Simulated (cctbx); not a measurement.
**What is wrong with this refinement?**

Cell a = 2.2630 Å, b = 2.2630 Å, c = 40.1390 Å, α = 90.00°, β = 90.00°, γ = 120.00°; space group R-3m (no. 166).

Simulated single-crystal data (cctbx): Mo Kα, λ = 0.71073 Å, to d = 0.7 Å, 70 % of the full sphere, strongest reflection 40000 counts, noise from counting, a 6 % proportional error and a noise floor of 8 counts (s.d.); no absorption.

An anisotropic refinement with weights 1/σ² prints:

```text
Rint 0.048, 109 unique reflections to 0.70 A
cycle     R1     wR2    GooF  max shift (A)
   1  0.6146  0.8983  18.123   0.02961
   6  0.4691  0.7312  14.752   0.00032
final R1 0.4691 wR2 0.7312 GooF 14.752  parameters 18  data/parameter 6.1
atom        x        y        z      Ueq    occ   su(xyz)  su(Uiso or U11)
C1     0.66667  0.33333  0.92193   0.0034  1.000  0.00064  0.0067
C2     0.00000  0.00000  0.98091   0.0095  1.000  0.00084  0.0075
B1     0.66667  0.33333  0.88621   0.0013  1.000  0.00060  0.0092  NPD
B2     0.00000  0.00000  0.73180   0.0096  1.000  0.00069  0.0093  NPD
B3     0.00000  0.00000  0.79190   0.0044  1.000  0.00060  0.0093  NPD
B4     0.00000  0.00000  0.82777   0.0101  1.000  0.00072  0.0112  NPD
difference map: max 15.97 min -4.54 rms 2.38
Q1    0.0000  0.0000  0.3039    6   15.97  1.37 A from C2
Q2    0.0000  0.0000  0.4104    6   14.02  0.04 A from C1
Q3    0.0000  0.0000  0.0177    6   12.44  0.06 A from C2
Q4    0.0000  0.0000  0.2088    6    9.72  0.03 A from B3
Q5    0.0000  0.0000  0.4460    6    9.58  0.04 A from B1
Q6    0.0000  0.0000  0.1735    6    8.75  0.05 A from B4
```

Q: Accept it or mend it, and why?

Mend it. The fault: an atom left out, B at (0, 0, 0.6962). Against the right model at the same level, R1 goes from 0.0150 to 0.4691 and GooF from 0.87 to 14.75, U of B1 shrinks from 0.0395 to 0.0013 Å², U of C2 shrinks from 0.0414 to 0.0095 Å², the top difference peak, 16.0 e/Å³, lies 1.37 Å from C2 and B1, B2, B3 and B4 go non-positive-definite. Q1 is the missing atom. With scattering power missing, scale and phases suffer, so peaks may also grow on the heavy atoms.

The compound is B5C2. The right model at the same level gives:

```text
Rint 0.048, 109 unique reflections to 0.70 A
cycle     R1     wR2    GooF  max shift (A)
   1  0.0309  0.0854   1.751   0.00316
   2  0.0150  0.0426   0.874   0.00000
final R1 0.0150 wR2 0.0426 GooF 0.874  parameters 21  data/parameter 5.2
atom        x        y        z      Ueq    occ   su(xyz)  su(Uiso or U11)
C1     0.66667  0.33333  0.92252   0.0293  1.000  0.00002  0.0003
C2     0.00000  0.00000  0.98210   0.0414  1.000  0.00003  0.0004
B1     0.66667  0.33333  0.88664   0.0395  1.000  0.00003  0.0005
B2     0.00000  0.00000  0.69618   0.0460  1.000  0.00004  0.0005
B3     0.00000  0.00000  0.73172   0.0354  1.000  0.00003  0.0004
B4     0.00000  0.00000  0.79138   0.0285  1.000  0.00002  0.0004
B5     0.00000  0.00000  0.82788   0.0353  1.000  0.00003  0.0005
difference map: max 0.11 min -0.11 rms 0.02
Q1    0.0000  0.0000  0.0822    6    0.11  1.32 A from C1
Q2    0.0000  0.0000  0.3464    6    0.11  1.32 A from C2
Q3    0.0000  0.0000  0.1790    6    0.08  0.28 A from B5
Q4    0.0000  0.0000  0.1534    6    0.08  0.75 A from B5
Q5    0.0000  0.0000  0.0505    6    0.08  1.31 A from C2
Q6    0.9711  0.4855  0.4039   18    0.07  0.74 A from B3
```

The model was made for the exercise: a known structure type with other elements put in, its volume estimated, not relaxed; displacement parameters are assumed.

[Middle refinement cycles are left out of these outputs.]

[Logs are printed without paths, hosts, clocks, repeated set-up lines and the standing remarks that a program may print on its own settings, such as how far it seeks lower states.]
